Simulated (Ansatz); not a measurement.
# Work function of Ir(111): what the settings cost and change, part 2 of 2

Aim: the numerical settings behind the work function of Ir(111), with the cost of each.

Ansatz 0.2.0; plane-wave DFT, PBE, Ansatz PAW.

So far. Step 6 (Run): The work function is 5.661 eV, +0.157 eV from the run “cutoff 420 eV”, at 0.095 times its CPU time. Step 7 (Slab): The work function is 5.526 eV, +0.021 eV from the run “cutoff 420 eV”, at 0.20 times its CPU time.

**8. Slab**

Input file input.yaml:

```yaml
crystal:
  lattice:
    - [2.7152900398, 0.0, 0.0]
    - [1.3576450199, 2.3515101531, 0.0]
    - [0.0, 0.0, 31.3021502021]
  atoms:
    - { symbol: Ir, position: [0.0, 0.0, 0.2875201845] }
    - { symbol: Ir, position: [0.3333333333, 0.3333333333, 0.3583467896] }
    - { symbol: Ir, position: [0.6666666667, 0.6666666667, 0.4291733948] }
    - { symbol: Ir, position: [0.0, 0.0, 0.5] }
    - { symbol: Ir, position: [0.3333333333, 0.3333333333, 0.5708266052] }
    - { symbol: Ir, position: [0.6666666667, 0.6666666667, 0.6416532104] }
    - { symbol: Ir, position: [0.0, 0.0, 0.7124798155] }
kpoints:
  mp_grid: { grid: [11, 11, 1] }
hamiltonian:
  xc: pbe
scf:
  occupations: { method: fermi_dirac, width: 0.1 }
  convergence: { dr2_threshold: 1.0e-09 }
efield:
  axis: 3
  dipole_correction: true
  ramp_position: 0.97
  ramp_width: 0.06
output:
  write_potential: true
  write_density: true
  volumetric_format: npy
```

The run is started by

```
$ ansatz run input.yaml --threads 2 --pin off --max-ram 3072MiB --backend cpu --events-out ev --progress --plain --runs-dir out
```

Numbers of over 12 decimals in the logs are rounded to 6 here.

Log:

```text
[...]
Crystal: 7 atoms, lattice volume = 199.865 Å³
Basis set: ecut = 420 eV, 3927 PW (Γ)
Bands: 72, of which v1, the nominal top of the filled ones, is band 60 counted from 1 (59 counted from 0)
Symmetry: 6 space group operations
k-points: 16 of 121 (time reversal used)
[...]
k-point 0: bands = [... 56 lower, 8.7481, 8.7557, 8.7557, 8.9597, 8.9597, 9.3752, 9.3752, 9.7038, ... 8 higher]
  k-point 1: bands = [... 56 lower, 8.3458, 8.6307, 8.7552, 8.8033, 8.9570, 9.0559, 9.2095, 9.4118, ... 8 higher]
  k-point 2: bands = [... 56 lower, 7.9474, 8.2800, 8.2809, 8.7047, 8.8042, 9.1214, 9.4826, 9.6055, ... 8 higher]
  k-point 15: bands = [... 56 lower, 9.8708, 10.0710, 10.1656, 10.4211, 10.5100, 10.6935, 10.7464, 14.9056, ... 8 higher]
[key lines of the parts left out:]
SCF converged after 10 iterations
Free energy (F): -83545.396921 eV
Fermi energy:    9.978548 eV
Dipole field:    D = 0.000001 V/Å  (p = 0.000001 e·Å, saw-weighted, corrected)
Work function:   Φ+ = 5.5137 eV   Φ− = 5.5138 eV
```

The job ended after 34 s (2 threads of Arm Neoverse N1, shared host; peak memory 0.55 GiB; 60 s of CPU time).

The work function is 5.514 eV, +0.010 eV from the run “cutoff 420 eV”, at 0.48 times its CPU time.

**9. Run**

Changes to input.yaml since step 8:

```diff
@@ -14,3 +14,3 @@
 kpoints:
-  mp_grid: { grid: [11, 11, 1] }
+  mp_grid: { grid: [26, 26, 1] }
 hamiltonian:
```

Log:

```text
[...]
Crystal: 7 atoms, lattice volume = 199.865 Å³
Basis set: ecut = 420 eV, 3927 PW (Γ)
Bands: 72, of which v1, the nominal top of the filled ones, is band 60 counted from 1 (59 counted from 0)
Symmetry: 6 space group operations
k-points: 70 of 676 (time reversal used)
[...]
k-point 0: bands = [... 56 lower, 8.7485, 8.7485, 8.7485, 8.9558, 8.9558, 9.3802, 9.3802, 9.7088, ... 8 higher]
  k-point 1: bands = [... 56 lower, 8.5873, 8.8048, 8.8270, 8.9753, 8.9829, 9.3601, 9.3880, 9.5150, ... 8 higher]
  k-point 2: bands = [... 56 lower, 8.4065, 8.7088, 8.7823, 8.9113, 9.0345, 9.0905, 9.1891, 9.4075, ... 8 higher]
  k-point 69: bands = [... 56 lower, 9.8779, 10.0781, 10.1857, 10.3424, 10.4815, 10.5686, 10.6224, 15.0925, ... 8 higher]
[key lines of the parts left out:]
SCF converged after 10 iterations
Free energy (F): -83545.439486 eV
Fermi energy:    9.988467 eV
Dipole field:    D = 0.000000 V/Å  (p = 0.000000 e·Å, saw-weighted, corrected)
Work function:   Φ+ = 5.5024 eV   Φ− = 5.5024 eV
```

Run time: 2.4 min. Hardware: 2 threads; peak memory 1.1 GiB.

The work function is 5.502 eV, -0.002 eV from the run “cutoff 420 eV”, at 2.1 times its CPU time.

**10. Slab**

Changes to input.yaml since step 9:

```diff
@@ -14,3 +14,3 @@
 kpoints:
-  mp_grid: { grid: [26, 26, 1] }
+  mp_grid: { grid: [17, 17, 1] }
 hamiltonian:
@@ -18,3 +18,3 @@
 scf:
-  occupations: { method: fermi_dirac, width: 0.1 }
+  occupations: { method: gaussian, width: 0.05 }
   convergence: { dr2_threshold: 1.0e-09 }
```

Log:

```text
[...]
Crystal: 7 atoms, lattice volume = 199.865 Å³
Basis set: ecut = 420 eV, 3927 PW (Γ)
Bands: 72, of which v1, the nominal top of the filled ones, is band 60 counted from 1 (59 counted from 0)
Symmetry: 6 space group operations
k-points: 33 of 289 (time reversal used)
[...]
k-point 0: bands = [... 56 lower, 8.7514, 8.7543, 8.7543, 8.9594, 8.9594, 9.3777, 9.3777, 9.7062, ... 8 higher]
  k-point 1: bands = [... 56 lower, 8.4955, 8.7734, 8.8166, 8.9933, 9.0110, 9.2137, 9.3193, 9.3949, ... 8 higher]
  k-point 2: bands = [... 56 lower, 8.2443, 8.4205, 8.5878, 8.7076, 8.8220, 9.0762, 9.2936, 9.4330, ... 8 higher]
  k-point 32: bands = [... 56 lower, 9.8698, 10.0709, 10.1731, 10.3859, 10.4841, 10.6101, 10.6725, 15.0235, ... 8 higher]
[key lines of the parts left out:]
SCF converged after 11 iterations
Free energy (F): -83545.328259 eV
Fermi energy:    9.984587 eV
Dipole field:    D = 0.000000 V/Å  (p = 0.000000 e·Å, saw-weighted, corrected)
Work function:   Φ+ = 5.5002 eV   Φ− = 5.5002 eV
```

Elapsed: 67 s, on 2 threads; peak memory 0.74 GiB; 2.1 min of CPU time.

The work function is 5.500 eV, -0.004 eV from the run “cutoff 420 eV”, at 0.98 times its CPU time.

**11. Run**

Changes to input.yaml since step 10:

```diff
@@ -18,3 +18,3 @@
 scf:
-  occupations: { method: gaussian, width: 0.05 }
+  occupations: { method: methfessel_paxton, width: 0.2 }
   convergence: { dr2_threshold: 1.0e-09 }
```

Log:

```text
[...]
Crystal: 7 atoms, lattice volume = 199.865 Å³
Basis set: ecut = 420 eV, 3927 PW (Γ)
Bands: 72, of which v1, the nominal top of the filled ones, is band 60 counted from 1 (59 counted from 0)
Symmetry: 6 space group operations
k-points: 33 of 289 (time reversal used)
[...]
k-point 0: bands = [... 56 lower, 8.7516, 8.7562, 8.7562, 8.9588, 8.9588, 9.3796, 9.3796, 9.7064, ... 8 higher]
  k-point 1: bands = [... 56 lower, 8.4967, 8.7737, 8.8168, 8.9943, 9.0114, 9.2148, 9.3200, 9.3968, ... 8 higher]
  k-point 2: bands = [... 56 lower, 8.2458, 8.4219, 8.5893, 8.7081, 8.8223, 9.0769, 9.2934, 9.4349, ... 8 higher]
  k-point 32: bands = [... 56 lower, 9.8712, 10.0719, 10.1734, 10.3869, 10.4839, 10.6119, 10.6725, 15.0240, ... 8 higher]
[key lines of the parts left out:]
SCF converged after 10 iterations
Free energy (F): -83545.326338 eV
Fermi energy:    9.982294 eV
Dipole field:    D = 0.000000 V/Å  (p = 0.000001 e·Å, saw-weighted, corrected)
Work function:   Φ+ = 5.5019 eV   Φ− = 5.5019 eV
```

The job ended after 68 s (2 threads; peak memory 0.74 GiB; 2.1 min of CPU time).

The work function is 5.502 eV, -0.002 eV from the run “cutoff 420 eV”, at 0.99 times its CPU time.

**12. Slab**

Changes to input.yaml since step 11:

```diff
@@ -18,3 +18,3 @@
 scf:
-  occupations: { method: methfessel_paxton, width: 0.2 }
+  occupations: { method: fermi_dirac, width: 0.3 }
   convergence: { dr2_threshold: 1.0e-09 }
```

Log:

```text
band count auto-derived: 78 (N_el = 119.0; filled up to band 60; 72 by the electrons, moments and atoms)
[...]
Crystal: 7 atoms, lattice volume = 199.865 Å³
Basis set: ecut = 420 eV, 3927 PW (Γ)
Bands: 78, of which v1, the nominal top of the filled ones, is band 60 counted from 1 (59 counted from 0)
Symmetry: 6 space group operations
[...]
k-point 1: bands = [... 56 lower, 8.5263, 8.8028, 8.8464, 9.0148, 9.0381, 9.2247, 9.3301, 9.4224, ... 14 higher]
  k-point 2: bands = [... 56 lower, 8.2716, 8.4329, 8.6013, 8.7336, 8.8442, 9.1019, 9.3193, 9.4612, ... 14 higher]
  k-point 32: bands = [... 56 lower, 9.8929, 10.0911, 10.2093, 10.4197, 10.5167, 10.6441, 10.7078, 15.0470, ... 14 higher]
[key lines of the parts left out:]
SCF converged after 9 iterations
Free energy (F): -83546.452332 eV
Fermi energy:    9.987855 eV
Dipole field:    D = -0.000001 V/Å  (p = -0.000002 e·Å, saw-weighted, corrected)
Work function:   Φ+ = 5.4894 eV   Φ− = 5.4894 eV
```

The job ended after 74 s (2 threads; peak memory 0.79 GiB; 2.3 min of CPU time).

The work function is 5.489 eV, -0.015 eV from the run “cutoff 420 eV”, at 1.1 times its CPU time.

**13. Slab**

Changes to input.yaml since step 12:

```diff
@@ -18,3 +18,3 @@
 scf:
-  occupations: { method: fermi_dirac, width: 0.3 }
+  occupations: { method: cold, width: 0.1 }
   convergence: { dr2_threshold: 1.0e-09 }
```

Log:

```text
[...]
Crystal: 7 atoms, lattice volume = 199.865 Å³
Basis set: ecut = 420 eV, 3927 PW (Γ)
Bands: 72, of which v1, the nominal top of the filled ones, is band 60 counted from 1 (59 counted from 0)
Symmetry: 6 space group operations
k-points: 33 of 289 (time reversal used)
[...]
k-point 0: bands = [... 56 lower, 8.7526, 8.7591, 8.7591, 8.9604, 8.9604, 9.3793, 9.3793, 9.7061, ... 8 higher]
  k-point 1: bands = [... 56 lower, 8.4985, 8.7751, 8.8183, 8.9953, 9.0133, 9.2147, 9.3199, 9.3966, ... 8 higher]
  k-point 2: bands = [... 56 lower, 8.2473, 8.4216, 8.5893, 8.7093, 8.8232, 9.0787, 9.2952, 9.4349, ... 8 higher]
  k-point 32: bands = [... 56 lower, 9.8721, 10.0720, 10.1752, 10.3883, 10.4857, 10.6145, 10.6741, 15.0262, ... 8 higher]
[key lines of the parts left out:]
SCF converged after 10 iterations
Free energy (F): -83545.325719 eV
Fermi energy:    9.986247 eV
Dipole field:    D = 0.000000 V/Å  (p = 0.000000 e·Å, saw-weighted, corrected)
Work function:   Φ+ = 5.4966 eV   Φ− = 5.4966 eV
```

Elapsed: 64 s, on 2 threads; peak memory 0.74 GiB.

The work function is 5.497 eV, -0.008 eV from the run “cutoff 420 eV”, at 0.94 times its CPU time.

**14. Side by side**

Times are for 2 threads of Arm Neoverse N1, shared host. The runs compared:

| no. | setting | work function, upper face (eV) | time | memory (GiB) |
| --- | --- | --- | --- | --- |
| 1 | cutoff 200 eV | 6.090 | 34 s | 0.42 |
| 2 | cutoff 300 eV | 5.514 | 52 s | 0.53 |
| 3 | cutoff 420 eV | 5.504 | 71 s | 0.74 |
| 4 | cutoff 600 eV | 5.504 | 1.9 min | 1.1 |
| 5 | mesh 3x3 | 5.661 | 8.2 s | 0.42 |
| 6 | mesh 6x6 | 5.526 | 15 s | 0.45 |
| 7 | mesh 11x11 | 5.514 | 34 s | 0.55 |
| 8 | mesh 26x26 | 5.502 | 2.4 min | 1.1 |
| 9 | Gaussian smearing 0.05 eV | 5.500 | 67 s | 0.74 |
| 10 | methfessel_paxton smearing 0.2 eV | 5.502 | 68 s | 0.74 |
| 11 | fermi_dirac smearing 0.3 eV | 5.489 | 74 s | 0.79 |
| 12 | cold smearing 0.1 eV | 5.497 | 64 s | 0.74 |

**15. The same run with other settings**

An input spoilt on purpose, to show how the run answers: it repeats the earlier run “cutoff 200 eV” with efield.amplitude to 5.0, and scf.max_iter set to 50; its output block differs too.

Changes to input.yaml since step 13:

```diff
@@ -18,4 +18,5 @@
 scf:
-  occupations: { method: cold, width: 0.1 }
+  occupations: { method: fermi_dirac, width: 0.1 }
   convergence: { dr2_threshold: 1.0e-09 }
+  max_iter: 50
 efield:
@@ -25,2 +26,5 @@
   ramp_width: 0.06
+  amplitude: 5.0
+basis:
+  ecutwfc: "200 eV"
 output:
```

Log:

```text
[...]
Crystal: 7 atoms, lattice volume = 199.865 Å³
Basis set: ecut = 200 eV, 1279 PW (Γ)
Bands: 72, of which v1, the nominal top of the filled ones, is band 60 counted from 1 (59 counted from 0)
Symmetry: 6 space group operations
k-points: 33 of 289 (time reversal used)
[...]
SCF iter   1: F=—  HF=-83493.198540 eV  |F-HF|=—  |Δ(HF+E_count)|=         —  Δρ=1.33e-1  dr2=3.66e2  ethr=3.10e-3  p=3.056 e·Å  D=2.77e0 V/Å  ΔV_dip=-86.61 eV  dr2_dipole=8.95e1  V_vac-E_F(+/−)=36.68/3.04 eV  ⟨swp⟩=14.5  Hψ=16019  notcnv=0  defer=16
[...]
SCF iter  14: F=-83480.948328 eV  HF=-83480.948328 eV  |F-HF|=1.02e-10  |Δ(HF+E_count)|=    0.00e0  Δρ=2.79e-7  dr2=2.56e-10  ethr=1.00e-12  p=2.909 e·Å  D=2.63e0 V/Å  ΔV_dip=-82.43 eV  dr2_dipole=3.14e-11  V_vac-E_F(+/−)=36.12/-0.75 eV  ⟨swp⟩=11.5  Hψ=8110  notcnv=0
[...]
SCF 1 converged in 14 iterations: F = -83480.948328 eV  dr2 = 2.56e-10
[...]
SCF converged after 14 iterations
Free energy (F): -83480.948328 eV
[...]
Internal energy: -83480.690356 eV  (E = F + TS)
E sigma→0 (E₀):  -83480.819342 eV
Entropy (-TS):   -0.257972 eV (-36.853 meV/atom)
Fermi energy:    9.108369 eV
Dipole field:    D = 2.633510 V/Å  (p = 2.908777 e·Å, saw-weighted, corrected)
Work function:   not extracted (applied field tilts the vacuum); planar V_es + V_field profile in the machine report
[...]
--- Band table (eV; the first three rows and the last of 33) ---
  k-point 0: bands = [... 56 lower, 8.0981, 8.1062, 8.1062, 8.4326, 8.4877, 8.4877, 8.6423, 8.6423, ... 8 higher]
  k-point 1: bands = [... 56 lower, 7.7391, 8.0399, 8.1057, 8.1890, 8.3044, 8.3723, 8.6758, 8.7007, ... 8 higher]
  k-point 2: bands = [... 56 lower, 7.4989, 7.5010, 7.9270, 8.0124, 8.2102, 8.4731, 8.5587, 8.7342, ... 8 higher]
  k-point 32: bands = [... 56 lower, 8.8922, 9.1064, 9.1974, 9.3555, 9.4718, 9.5530, 9.6084, 14.0906, ... 8 higher]
```

Elapsed: 44 s, on 2 threads; peak memory 0.4 GiB; 79 s of CPU time.

The fault (a field far too strong) makes this run a check alone; its numbers are not taken further.

**16. Summary of results**

| Property | Result |
| --- | --- |
| work function, cutoff 200 eV | 6.090 eV |
| work function, cutoff 420 eV | 5.504 eV |
| work function, cutoff 600 eV | 5.504 eV |
| work function, fermi_dirac smearing 0.3 eV | 5.489 eV |

What this shows: The run at the highest cutoff gives 5.50 eV, and the settings tried spread the value from 5.49 to 6.09 eV. Against 600 eV, a cutoff of 200 eV is off by +0.586 eV. Against 600 eV, a cutoff of 420 eV is off by -0.000 eV. Against the finest mesh, 26 points along a, the coarser ones are off by +0.16 (3), +0.02 (6) and +0.01 (11) eV. The smearing schemes and widths spread it over 0.01 eV. The program marks the value as in doubt in “cutoff 200 eV”. The ladder's slabs use the tabulated experimental lattice constant (two decimals; a low-temperature value for the alkali metals). In 1 run of the series (cutoff 200 eV) the program warns that electrons reach the sawtooth's ramp, which makes dipole and work function less sure.

Computed beside measured:

| quantity | measured | cutoff 600 eV |
| --- | --- | --- |
| work function (clean (111) face, a compiled value) (eV) | 5.78 | 5.50 (-0.28 eV) |

Measured values from arxiv:1902.07811 (2019).

**Verdict.** The work function is off by -0.28 eV: fair agreement. The grades are ours: good and fair within 3 and 7 % for the work function. No cell relaxation is part of this session.

[Logs are printed without paths, hosts, clocks, repeated set-up lines and the standing remarks that a program may print on its own settings, such as how far it seeks lower states.]

[Hosts, paths, dates, database ids (printed as entryN), source tags and the programs' standing remarks are cut or masked in the printed files.]

[Maps of the electrostatic potential energy from Ansatz leave out the sawtooth potential of an applied field or a dipole correction, so their vacuum need not be flat; planar profiles and work functions include it.]
